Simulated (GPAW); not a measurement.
Consider YTe (Fm-3m).

```
Te Y
1.0
     0.00000    3.04000    3.04000
     3.04000    0.00000    3.04000
     3.04000    3.04000    0.00000
Te Y
1 1
Direct
  0.00000 0.00000 0.00000
  0.50000 0.50000 0.50000
```

Absorber: atom 1, with 6 Y at 3.04 Å (octahedral, site symmetry m-3m). Method: GPAW, LDA, excited-electron core hole (neutral cell), 12-atom cell with 7.4 Å between holes, 4×4×4 k points, dipole transitions, Gaussian full width 9.89 eV.

The database entry behind the starting cell differs from later determinations by our own check (0.1 to 0.3 % short, probably kX units), so it need not match the best structure at ambient conditions.

**Question.** What does the Te K edge look like?

Main maxima up to 26 eV above the zero (height): 6.4 eV (1.18) and 22.2 eV (1.10). A K edge sees empty p states on the absorber. 

The Te K spectrum (energy from the lowest empty level; intensity scaled to a mean of 1 over the first 20 eV):

```tsv
E (eV)	intensity
-2.0	0.36
-1.5	0.41
-1.0	0.47
-0.5	0.54
0.0	0.60
0.5	0.67
1.0	0.74
1.5	0.80
2.0	0.87
2.5	0.93
3.0	0.99
3.5	1.04
4.0	1.08
4.5	1.12
5.0	1.14
5.5	1.16
6.0	1.17
6.5	1.18
7.0	1.17
7.5	1.16
8.0	1.14
8.5	1.12
9.0	1.09
9.5	1.07
10.0	1.04
10.5	1.02
11.0	0.99
11.5	0.97
12.0	0.95
12.5	0.94
13.0	0.93
13.5	0.92
14.0	0.92
14.5	0.92
15.0	0.93
15.5	0.93
16.0	0.95
16.5	0.96
17.0	0.98
17.5	0.99
18.0	1.01
18.5	1.03
19.0	1.04
19.5	1.06
20.0	1.07
20.5	1.08
21.0	1.09
21.5	1.09
22.0	1.10
22.5	1.10
23.0	1.09
23.5	1.09
24.0	1.08
24.5	1.07
25.0	1.06
25.5	1.05
26.0	1.04
26.5	1.02
27.0	1.01
27.5	1.00
28.0	0.99
28.5	0.98
29.0	0.96
29.5	0.95
30.0	0.94
30.5	0.92
31.0	0.91
31.5	0.89
```

The script folds with a Gaussian, whereas the core hole's own line is a Lorentzian, so the onset is too steep and the first peak too high. The primitive cell holds an odd number of electrons, so a spin-paired run has to come out metallic; that is right for a metal, but some such compounds are magnetic or distorted insulators. The structure is a published determination, not relaxed.

[Banner, clock and machine lines of the logs are left out without a mark of their own.]

[Logs are printed without paths, hosts, clocks, repeated set-up lines and the standing remarks that a program may print on its own settings, such as how far it seeks lower states.]

[Hosts, paths, dates, database ids (printed as entryN), source tags and the programs' standing remarks are cut or masked in the printed files.]

[Lists of maxima count a maximum above −3 eV only where it reaches 4 % of the highest in the window and stands out from its surroundings by 2 % of it (1.5 % where it reaches 55 %); shoulders and weaker maxima are passed over, and of the rest the first, up to two pre-edge ones and the few strongest are named.]
